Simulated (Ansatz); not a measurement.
# Mg on Mo(110): change of the work function

Wanted: Δφ(θ) for Mg/Mo(110), starting from the hollow site.

Method: plane-wave DFT, PBE, Ansatz PAW, in Ansatz 0.2.0.

Report form: the programs' logs are mostly left out.

## Step 1: The starting structure

The cell holds 4 atoms: 4 Mo. Cell: a = 2.728 Å, b = 2.728 Å, c = 24.682 Å, α = 90.0°, β = 90.0°, γ = 70.5°. Vacuum lies along c.

## Step 2: The clean slab

The bare slab comes first, as the zero from which every change is counted. The two lowest layers are held at bulk places and the upper ones relax. The dipole correction removes the false field that a one-sided slab makes across the periodic vacuum, so each face gets a flat vacuum level of its own.

The input, input.yaml:

```yaml
crystal:
  lattice:
    - [2.2273863607, -1.575, 0.0]
    - [2.2273863607, 1.575, 0.0]
    - [0.0, 0.0, 24.6821590822]
  atoms:
    - { symbol: Mo, position: [0.0, 0.0, 0.3646358477] }
    - { symbol: Mo, position: [0.5, 0.5, 0.4548786159] }
    - { symbol: Mo, position: [0.0, 0.0, 0.5451213841] }
    - { symbol: Mo, position: [0.5, 0.5, 0.6353641523] }
kpoints:
  mp_grid: { grid: [12, 12, 1] }
hamiltonian:
  xc: pbe
scf:
  occupations: { method: fermi_dirac, width: 0.1 }
  convergence: { dr2_threshold: 1.0e-08 }
efield:
  axis: 3
  dipole_correction: true
  ramp_position: 0.97
  ramp_width: 0.06
relax:
  f_tol: 0.02
  max_steps: 60
  constraints: [{ sites: [0, 1] }]
output:
  write_potential: true
  write_density: true
  volumetric_format: npy
```

Launch:

```console
$ ansatz run input.yaml --threads 4 --pin off --max-ram 12288MiB --backend cpu --events-out ev --progress --plain --runs-dir out
```

It took 20 s on 4 threads of Arm Neoverse V2, shared host; peak memory 0.58 GiB.

Step by step:

```csv
step,energy less that of the first step (eV),largest force component (eV/Å)
1,0.0000,0.6071
2,0.0156,0.8030
3,-0.0210,0.1718
4,-0.0224,0.0062
```

Relaxation step 2 was tried and not accepted.

Forces are held to the 4 operations that the run works with; a distortion that breaks them can't arise in this run.

The atoms that moved most (Å):

```csv
atom,dx,dy,dz,length
Mo4,0.000,0.000,-0.059,0.059
Mo3,0.000,0.000,0.022,0.022
```

Final coordinates:

```xyz
4
Lattice="2.2274 -1.5750 0.0000 2.2274 1.5750 0.0000 0.0000 0.0000 24.6822" Properties=species:S:1:pos:R:3
Mo    0.0000    0.0000    9.0000
Mo    2.2274    0.0000   11.2274
Mo    0.0000    0.0000   13.4770
Mo    2.2274    0.0000   15.6232
```

Numbers from this step:

```
energy at zero smearing        : -19821.6053 eV
work function, upper face      : 4.598 eV
work function, lower face      : 4.696 eV
dipole along the normal        : 0.003789 e·Å
step between the vacuum levels : -0.09771 eV
```

Running mean over 2.227 Å of the planar mean; the ramp of the sawtooth is left out. Table of electron's electrostatic potential energy less the Fermi level by z:

```csv
z (Å),electron's electrostatic potential energy less the Fermi level (eV)
3.5,4.70
4.0,4.69
4.5,4.69
5.0,4.68
5.5,4.65
6.0,4.55
6.5,4.23
7.0,3.21
7.5,-0.134
8.0,-5.98
8.5,-10.8
9.0,-12.4
9.5,-12.6
10.0,-12.7
10.5,-12.8
11.0,-12.9
11.5,-12.9
12.0,-12.7
12.5,-12.7
13.0,-12.8
13.5,-13.0
14.0,-13.4
14.5,-13.7
15.0,-13.3
15.5,-12.7
16.0,-11.5
16.5,-7.48
17.0,-1.49
17.5,2.59
18.0,3.99
18.5,4.41
19.0,4.54
19.5,4.58
20.0,4.59
20.5,4.60
21.0,4.60
21.5,4.60
```

The relaxation took 4 steps and lowered the energy by 0.022 eV; the largest force on the free atoms ends at 0.0062 eV/Å.

The work function of the upper face is 4.60 eV.

## Step 3: The covered slab, k-mesh 4×4×1, coverage 0.111 ML

System of this step: Mg/Mo(110). The cell holds 37 atoms: 36 Mo and 1 Mg. Cell: a = 8.184 Å, b = 8.184 Å, c = 27.325 Å, α = 90.0°, β = 90.0°, γ = 70.5°. Vacuum lies along c.

The clean slab as it ended is repeated in the plane and the adsorbate is set on one face; the cell's size fixes the coverage, and the k-mesh shrinks with it to keep the sampling density about even. Adsorbate and upper layers relax, since the dipole depends on the height.

The input, input.yaml:

```yaml
crystal:
  lattice:
    - [6.6821590821, -4.725, 0.0]
    - [6.6821590821, 4.725, 0.0]
    - [0.0, 0.0, 27.3250875724]
  atoms:
    - { symbol: Mo, position: [0.0, 0.0, 0.3293676544] }
    - { symbol: Mo, position: [0.1666666667, 0.1666666667, 0.4108819901] }
    - { symbol: Mo, position: [0.0, 0.0, 0.4932099882] }
    - { symbol: Mo, position: [0.1666666667, 0.1666666667, 0.5717514282] }
    - { symbol: Mo, position: [0.0, 0.3333333333, 0.3293676544] }
    - { symbol: Mo, position: [0.1666666667, 0.5, 0.4108819901] }
    - { symbol: Mo, position: [0.0, 0.3333333333, 0.4932099882] }
    - { symbol: Mo, position: [0.1666666667, 0.5, 0.5717514282] }
[... 25 atom lines left out ...]
    - { symbol: Mo, position: [0.8333333333, 0.8333333333, 0.4108819901] }
    - { symbol: Mo, position: [0.6666666667, 0.6666666667, 0.4932099882] }
    - { symbol: Mo, position: [0.8333333333, 0.8333333333, 0.5717514282] }
    - { symbol: Mg, position: [0.28, 0.28, 0.6706323456] }
kpoints:
  mp_grid: { grid: [4, 4, 1] }
hamiltonian:
  xc: pbe
scf:
  occupations: { method: fermi_dirac, width: 0.1 }
  convergence: { dr2_threshold: 1.0e-08 }
efield:
  axis: 3
  dipole_correction: true
  ramp_position: 0.97
  ramp_width: 0.06
relax:
  f_tol: 0.02
  max_steps: 60
  constraints:
    - { sites: [0, 1, 4, 5, 8, 9, 12, 13, 16, 17, 20, 21, 24, 25, 28, 29, 32, 33] }
output:
  bader: true
  write_potential: true
  write_density: true
  volumetric_format: npy
```

Wall time 18 min (4 threads); peak memory 9.7 GiB.

Step by step:

```csv
step,energy less that of the first step (eV),largest force component (eV/Å)
1,0.0000,0.9838
2,-0.1676,0.7261
3,-0.2624,0.2133
4,-0.2978,0.1411
5,-0.3216,0.0736
6,-0.3283,0.1123
7,-0.3309,0.0078
```

Forces are held to the 2 operations that the run works with; a distortion that breaks them can't arise in this run.

The atoms that moved most (Å):

```csv
atom,dx,dy,dz,length
Mg37,0.705,0.000,-0.434,0.828
Mo20,-0.005,0.000,0.042,0.042
Mo4,0.004,0.000,0.041,0.041
Mo16,0.000,-0.029,-0.016,0.033
Mo8,0.000,0.029,-0.016,0.033
Mo24,-0.010,0.004,0.020,0.023
Mo32,-0.010,-0.004,0.020,0.023
Mo28,0.009,0.004,0.020,0.023
```

Final coordinates:

```
Mo Mg
1.0
     6.68216   -4.72500    0.00000
     6.68216    4.72500    0.00000
     0.00000    0.00000   27.32509
Mo Mg
36 1
Direct
  0.00000 0.00000 0.32937
  0.16667 0.16667 0.41088
  0.00064 0.00064 0.49342
  0.16700 0.16700 0.57325
  0.00000 0.33333 0.32937
  0.16667 0.50000 0.41088
  0.99871 0.33318 0.49297
  0.16363 0.50306 0.57116
  0.00000 0.66667 0.32937
  0.16667 0.83333 0.41088
  0.99915 0.66750 0.49286
  0.16773 0.83363 0.57249
  0.33333 0.00000 0.32937
  0.50000 0.16667 0.41088
  0.33318 0.99871 0.49297
  0.50306 0.16363 0.57116
  0.33333 0.33333 0.32937
  0.50000 0.50000 0.41088
  0.33331 0.33331 0.49284
  0.49959 0.49959 0.57327
  0.33333 0.66667 0.32937
  0.50000 0.83333 0.41088
  0.33345 0.66791 0.49296
  0.49887 0.83298 0.57249
  0.66667 0.00000 0.32937
  0.83333 0.16667 0.41088
  0.66750 0.99915 0.49286
  0.83363 0.16773 0.57249
  0.66667 0.33333 0.32937
  0.83333 0.50000 0.41088
  0.66791 0.33345 0.49296
  0.83298 0.49887 0.57249
  0.66667 0.66667 0.32937
  0.83333 0.83333 0.41088
  0.66606 0.66606 0.49344
  0.83340 0.83340 0.57147
  0.33273 0.33273 0.65474
```

This step gave:

```yaml
energy_at_zero_smearing: -180318.6372 eV
work_function_upper_face: 3.664 eV
work_function_lower_face: 4.655 eV
dipole_along_the_normal: 0.3459 e·Å
step_between_the_vacuum_levels: -0.9912 eV
```

Running mean over 2.227 Å of the planar mean; the ramp of the sawtooth is left out. The electron's electrostatic potential energy less the Fermi level by z:

```csv
z (Å),electron's electrostatic potential energy less the Fermi level (eV)
3.5,4.65
4.0,4.65
4.5,4.65
5.0,4.64
5.5,4.61
6.0,4.51
6.5,4.19
7.0,3.17
7.5,-0.157
8.0,-6.00
8.5,-10.8
9.0,-12.4
9.5,-12.6
10.0,-12.7
10.5,-12.8
11.0,-12.9
11.5,-12.9
12.0,-12.8
12.5,-12.7
13.0,-12.8
13.5,-13.0
14.0,-13.3
14.5,-13.5
15.0,-13.2
15.5,-12.7
16.0,-11.6
16.5,-7.93
17.0,-2.47
17.5,1.30
18.0,2.45
18.5,2.78
19.0,3.12
19.5,3.46
20.0,3.59
20.5,3.64
21.0,3.65
21.5,3.66
22.0,3.66
22.5,3.66
23.0,3.66
23.5,3.66
24.0,3.66
```

The relaxation took 7 steps and lowered the energy by 0.33 eV; the largest force on the free atoms ends at 0.0078 eV/Å.

The covered face has 3.66 eV, -0.93 eV against the clean one; the bare back face has moved by -0.04 eV, a measure of how thin the slab is.

## Step 4: The covered slab, k-mesh 6×6×1, coverage 0.25 ML

System of this step: Mg/Mo(110). The cell holds 17 atoms: 16 Mo and 1 Mg. Its edges and angles: a = 5.456 Å, b = 5.456 Å, c = 27.325 Å, α = 90.0°, β = 90.0°, γ = 70.5°. Vacuum lies along c.

Another coverage, to see how the dipoles act on each other as their distance changes.

The input, input.yaml:

```yaml
crystal:
  lattice:
    - [4.4547727214, -3.15, 0.0]
    - [4.4547727214, 3.15, 0.0]
    - [0.0, 0.0, 27.3250875724]
  atoms:
    - { symbol: Mo, position: [0.0, 0.0, 0.3293676544] }
    - { symbol: Mo, position: [0.25, 0.25, 0.4108819901] }
    - { symbol: Mo, position: [0.0, 0.0, 0.4932099882] }
    - { symbol: Mo, position: [0.25, 0.25, 0.5717514282] }
    - { symbol: Mo, position: [0.0, 0.5, 0.3293676544] }
    - { symbol: Mo, position: [0.25, 0.75, 0.4108819901] }
    - { symbol: Mo, position: [0.0, 0.5, 0.4932099882] }
    - { symbol: Mo, position: [0.25, 0.75, 0.5717514282] }
    - { symbol: Mo, position: [0.5, 0.0, 0.3293676544] }
    - { symbol: Mo, position: [0.75, 0.25, 0.4108819901] }
    - { symbol: Mo, position: [0.5, 0.0, 0.4932099882] }
    - { symbol: Mo, position: [0.75, 0.25, 0.5717514282] }
    - { symbol: Mo, position: [0.5, 0.5, 0.3293676544] }
    - { symbol: Mo, position: [0.75, 0.75, 0.4108819901] }
    - { symbol: Mo, position: [0.5, 0.5, 0.4932099882] }
    - { symbol: Mo, position: [0.75, 0.75, 0.5717514282] }
    - { symbol: Mg, position: [0.42, 0.42, 0.6706323456] }
kpoints:
  mp_grid: { grid: [6, 6, 1] }
hamiltonian:
  xc: pbe
scf:
  occupations: { method: fermi_dirac, width: 0.1 }
  convergence: { dr2_threshold: 1.0e-08 }
efield:
  axis: 3
  dipole_correction: true
  ramp_position: 0.97
  ramp_width: 0.06
relax:
  f_tol: 0.02
  max_steps: 60
  constraints: [{ sites: [0, 1, 4, 5, 8, 9, 12, 13] }]
output:
  bader: true
  dos: { projected: true, e_range: [-8, 4] }
  write_potential: true
  write_density: true
  volumetric_format: npy
  elf: true
```

Wall time 5.3 min (4 threads); peak memory 3 GiB; 20 min of CPU time.

Step by step:

```csv
step,energy less that of the first step (eV),largest force component (eV/Å)
1,0.0000,0.9333
2,-0.1526,0.7176
3,-0.2460,0.2070
4,-0.2858,0.1591
5,-0.3128,0.0737
6,-0.3218,0.0175
7,-0.3222,0.0098
```

The run keeps the 2 symmetry operations that it works with, so distortions that break them were not tested.

The atoms that moved most (Å):

```csv
atom,dx,dy,dz,length
Mg17,0.712,0.000,-0.422,0.827
Mo4,0.035,0.000,0.059,0.069
Mo16,-0.034,0.000,0.059,0.068
Mo8,0.000,0.025,-0.006,0.026
Mo12,0.000,-0.025,-0.006,0.026
Mo3,0.000,0.000,-0.010,0.010
Mo7,0.000,0.000,-0.009,0.009
Mo11,0.000,0.000,-0.009,0.009
```

Final coordinates:

```
Mo Mg
1.0
     4.45477   -3.15000    0.00000
     4.45477    3.15000    0.00000
     0.00000    0.00000   27.32509
Mo Mg
16 1
Direct
  0.00000 0.00000 0.32937
  0.25000 0.25000 0.41088
  0.00001 0.00001 0.49283
  0.25395 0.25395 0.57392
  0.00000 0.50000 0.32937
  0.25000 0.75000 0.41088
  0.99998 0.50001 0.49287
  0.24595 0.75404 0.57154
  0.50000 0.00000 0.32937
  0.75000 0.25000 0.41088
  0.50001 0.99998 0.49287
  0.75404 0.24595 0.57154
  0.50000 0.50000 0.32937
  0.75000 0.75000 0.41088
  0.50000 0.50000 0.49295
  0.74615 0.74615 0.57392
  0.49988 0.49988 0.65518
```

This step gave:

| Quantity | Value |
| --- | --- |
| energy at zero smearing | -81210.5341 eV |
| work function, upper face | 3.053 eV |
| work function, lower face | 4.628 eV |
| dipole along the normal | 0.2443 e·Å |
| step between the vacuum levels | -1.575 eV |

The density of states has structure finer than the step of the table below, so its rows give means over 0.25 eV, whole bins alone (the curve runs from -8 to 1.44 eV). Peaks (eV: height): -3.670: 27.5, -2.890: 33.7, -2.710: 33.1, -2.560: 27.5, -2.470: 27.6, -2.020: 31.6, 0.960: 28.1.

Density of states against energy, zero at the Fermi level; means over each step:

energy (eV), density of states (states/eV a cell) and a bar:
```
    -7.00        0.0 
    -6.75        0.2 
    -6.50        0.9 #
    -6.25        0.9 #
    -6.00        1.0 #
    -5.75        1.1 #
    -5.50        2.1 ##
    -5.25        2.6 ###
    -5.00        7.4 #########
    -4.75       15.2 ##################
    -4.50       17.1 ####################
    -4.25       16.7 ####################
    -4.00       18.8 ######################
    -3.75       25.1 ##############################
    -3.50       19.1 #######################
    -3.25       20.6 ########################
    -3.00       24.3 #############################
    -2.75       24.2 #############################
    -2.50       21.1 #########################
    -2.25       22.5 ###########################
    -2.00       20.0 ########################
    -1.75       22.5 ###########################
    -1.50       23.2 ############################
    -1.25       19.8 #######################
    -1.00       15.2 ##################
    -0.75       14.3 #################
    -0.50       13.8 ################
    -0.25       13.8 ################
     0.00       14.2 #################
     0.25       17.9 #####################
     0.50       19.4 #######################
     0.75       21.5 ##########################
     1.00       25.3 ##############################
     1.25       24.4 #############################
```

Projected DOS per atom over height of the atomic layer and energy from the Fermi level. Layers: Mo4 Mo4 Mo4 Mo4 Mg from below.

Values in states/eV, 22 rows by 5 columns, each cell a mean:
```
1.36 1.50 1.48 1.34 0.48
1.43 1.36 1.28 1.37 0.40
1.48 0.96 0.83 1.21 0.35
1.07 0.58 0.57 1.13 0.26
1.22 0.49 0.51 1.03 0.28
1.16 0.51 0.61 1.24 0.30
1.67 0.86 0.87 1.58 0.20
1.61 1.13 1.20 1.47 0.15
1.42 1.19 1.15 1.55 0.42
1.49 1.36 1.25 1.41 0.33
1.03 1.75 1.77 1.27 0.35
1.15 1.27 1.23 1.22 0.17
1.22 1.45 1.39 1.26 0.14
0.57 1.43 1.48 0.68 0.10
0.42 1.29 1.32 0.53 0.07
0.12 0.30 0.29 0.17 0.03
0.05 0.14 0.13 0.06 0.01
0.02 0.09 0.09 0.03 0.00
0.02 0.08 0.08 0.03 0.00
0.00 0.00 0.00 0.00 0.00
0.00 0.00 0.00 0.00 0.00
0.00 0.00 0.00 0.00 0.00
```
Columns: height of the atomic layer (Å) from 9 to 17.9; rows upwards: energy from the Fermi level (eV) from -7.96 to 1.45.

ELF in the ca plane at fractional y = 0.500, with atoms of Mo and Mg within 0.2 Å of it. It is the smooth field of the valence electrons, not physical close to the nuclei.

Values, 8 rows by 16 columns, each cell a mean:
```
0.64 0.35 0.32 0.33 0.61 0.45 0.35 0.34 0.37 0.24 0.10 0.02 0.00 0.00 0.00 0.00
0.33 0.37 0.30 0.39 0.32 0.33 0.34 0.37 0.54 0.55 0.50 0.22 0.03 0.00 0.00 0.00
0.40 0.35 0.30 0.36 0.38 0.32 0.34 0.39 0.37 0.17 0.59 0.59 0.15 0.01 0.00 0.00
0.61 0.37 0.35 0.34 0.60 0.50 0.35 0.40 0.26 0.33 0.38 0.74 0.26 0.02 0.00 0.00
0.64 0.35 0.32 0.33 0.60 0.45 0.34 0.39 0.25 0.30 0.42 0.72 0.24 0.02 0.00 0.00
0.33 0.37 0.30 0.39 0.32 0.32 0.34 0.39 0.47 0.27 0.64 0.50 0.11 0.01 0.00 0.00
0.40 0.35 0.30 0.36 0.38 0.32 0.34 0.36 0.49 0.49 0.37 0.13 0.02 0.00 0.00 0.00
0.61 0.37 0.35 0.34 0.60 0.50 0.35 0.35 0.34 0.18 0.06 0.01 0.00 0.00 0.00 0.00
```
Columns run along c (16.0 Å, from fractional 0.32 to 0.91 of the cell), rows up along a (5.5 Å). Atoms in or near the plane, at fractional coordinates: Mo at (0.33, 0.00), Mo at (0.49, 0.00), Mo at (0.33, 0.50), Mo at (0.49, 0.50), Mg at (0.66, 0.50).

Valence density in the ca plane at fractional y = 0.500, with atoms of Mo and Mg within 0.2 Å of it. It is the smooth field of the valence electrons, not physical close to the nuclei.

Ten steps, logarithmic in the rise over the least value, from '0' (0 e/Å³) to '9' (25 e/Å³), each cell a mean:
```
76531111112567631111110000000000000000000000
55321111112355421111110000000000000000000000
32211111111223211111110000000000000000000000
22111111111122111112111000000000000000000000
33211111111223211111111000000000000000000000
55421111112355421111111134300000000000000000
76531111112567642111111279710000000000000000
77631111112577642111111389820000000000000000
66421111112466531111111157510000000000000000
44211111111244321111111111100000000000000000
22111111111122111111111000000000000000000000
22111111111122211112110000000000000000000000
44311111111244321111110000000000000000000000
66521111112466531111110000000000000000000000
77631111113577642111100000000000000000000000
```
Columns run along c (16.0 Å, from fractional 0.32 to 0.91 of the cell), rows up along a (5.5 Å). Atoms in or near the plane, at fractional coordinates: Mo at (0.33, 0.00), Mo at (0.49, 0.00), Mo at (0.33, 0.50), Mo at (0.49, 0.50), Mg at (0.66, 0.50).

Electrostatic potential energy in the ca plane at fractional y = 0.500, with atoms of Mo and Mg within 0.2 Å of it. With pseudopotentials it is smooth inside the atoms' cores, unlike the true potential.

Values in eV, 8 rows by 16 columns, each cell a mean:
```
-53  -3   4   1 -48 -27   4   5   8   8   8   8   8   8   8   8
 -5   4   2   4  -4   0   3   4   7   7   7   8   8   8   8   8
-15   3   2   4 -14  -5   4   4   2  -4   5   7   8   8   8   8
-62  -5   4   0 -57 -34   5   5 -16 -47   1   7   8   8   8   8
-53  -3   4   1 -48 -27   4   5 -10 -35   2   7   8   8   8   8
 -5   4   2   4  -4   0   3   4   4   1   6   8   8   8   8   8
-15   3   2   4 -14  -5   4   4   8   8   8   8   8   8   8   8
-62  -5   4  -1 -57 -34   5   6   8   8   8   8   8   8   8   8
```
Columns run along c (16.0 Å, from fractional 0.32 to 0.91 of the cell; values clipped at the 3rd and 97th percentile), rows up along a (5.5 Å). Atoms in or near the plane, at fractional coordinates: Mo at (0.33, 0.00), Mo at (0.49, 0.00), Mo at (0.33, 0.50), Mo at (0.49, 0.50), Mg at (0.66, 0.50).

The relaxation took 7 steps and lowered the energy by 0.32 eV; the largest force on the free atoms ends at 0.0098 eV/Å.

By hand: a sheet of dipoles makes a step −p/(ε₀A) in the electron's potential. With e/ε₀ = 180.95 V·Å, p = 0.2443 e·Å and A = 28.07 Å², that is −180.95 × (0.2443) / 28.07 = -1.575 eV, and the two vacuum levels of the run differ by -1.575 eV.

The covered face has 3.05 eV, -1.54 eV against the clean one; the bare back face has moved by -0.07 eV, a measure of how thin the slab is.

## Step 5: The covered slab, k-mesh 6×6×1, coverage 0.5 ML

System of this step: Mg/Mo(110). The cell holds 18 atoms: 16 Mo and 2 Mg. Cell: a = 5.456 Å, b = 5.456 Å, c = 27.325 Å, α = 90.0°, β = 90.0°, γ = 70.5°. Vacuum lies along c.

input.yaml: that of step 4 with these lines changed.

```diff
@@ -23,2 +23,3 @@
     - { symbol: Mg, position: [0.42, 0.42, 0.6706323456] }
+    - { symbol: Mg, position: [0.92, 0.92, 0.6706323456] }
 kpoints:
@@ -45,2 +46 @@
   volumetric_format: npy
-  elf: true
```

It took 4.5 min on 4 threads; peak memory 3.2 GiB.

The steps of the relaxation:

```csv
step,energy less that of the first step (eV),largest force component (eV/Å)
1,0.0000,0.7425
2,-0.2781,0.4210
3,-0.4114,0.2046
4,-0.4807,0.1205
5,-0.5196,0.0310
6,-0.5219,0.0090
```

The run keeps the 4 symmetry operations that it works with, so distortions that break them were not tested.

The atoms that moved most (Å):

```csv
atom,dx,dy,dz,length
Mg18,0.712,0.000,-0.356,0.796
Mg17,0.712,0.000,-0.356,0.796
Mo4,0.004,0.000,0.049,0.049
Mo16,0.004,0.000,0.049,0.049
Mo12,0.004,0.000,0.015,0.016
Mo8,0.004,0.000,0.015,0.016
Mo15,0.002,0.000,-0.010,0.010
Mo3,0.002,0.000,-0.010,0.010
```

Final coordinates:

```xyz
18
Lattice="4.4548 -3.1500 0.0000 4.4548 3.1500 0.0000 0.0000 0.0000 27.3251" Properties=species:S:1:pos:R:3
Mo    0.0000    0.0000    9.0000
Mo    2.2274    0.0000   11.2274
Mo    0.0021    0.0000   13.4674
Mo    2.2310    0.0000   15.6718
Mo    2.2274    1.5750    9.0000
Mo    4.4548    1.5750   11.2274
Mo    2.2293    1.5750   13.4766
Mo    4.4589    1.5750   15.6385
Mo    2.2274   -1.5750    9.0000
Mo    4.4548   -1.5750   11.2274
Mo    2.2293   -1.5750   13.4766
Mo    4.4589   -1.5750   15.6385
Mo    4.4548    0.0000    9.0000
Mo    6.6822    0.0000   11.2274
Mo    4.4569    0.0000   13.4674
Mo    6.6857    0.0000   15.6718
Mg    4.4539    0.0000   17.9691
Mg    8.9087    0.0000   17.9691
```

The relaxation took 6 steps and lowered the energy by 0.52 eV; the largest force on the free atoms ends at 0.0090 eV/Å.

The covered face has 3.23 eV, -1.37 eV against the clean one; the bare back face has moved by -0.05 eV, a measure of how thin the slab is.

(Continued in part 2 of 2.)

[Logs are printed without paths, hosts, clocks, repeated set-up lines and the standing remarks that a program may print on its own settings, such as how far it seeks lower states.]

[Hosts, paths, dates, database ids (printed as entryN), source tags and the programs' standing remarks are cut or masked in the printed files.]

[Maps of the electrostatic potential energy from Ansatz leave out the sawtooth potential of an applied field or a dipole correction, so their vacuum need not be flat; planar profiles and work functions include it.]

[The density of states shown here was stored with 400 of the rows of the run's finer table, so its peaks can read low, often by over a quarter, or be missed, and its means over a window can be off by a tenth or more.]
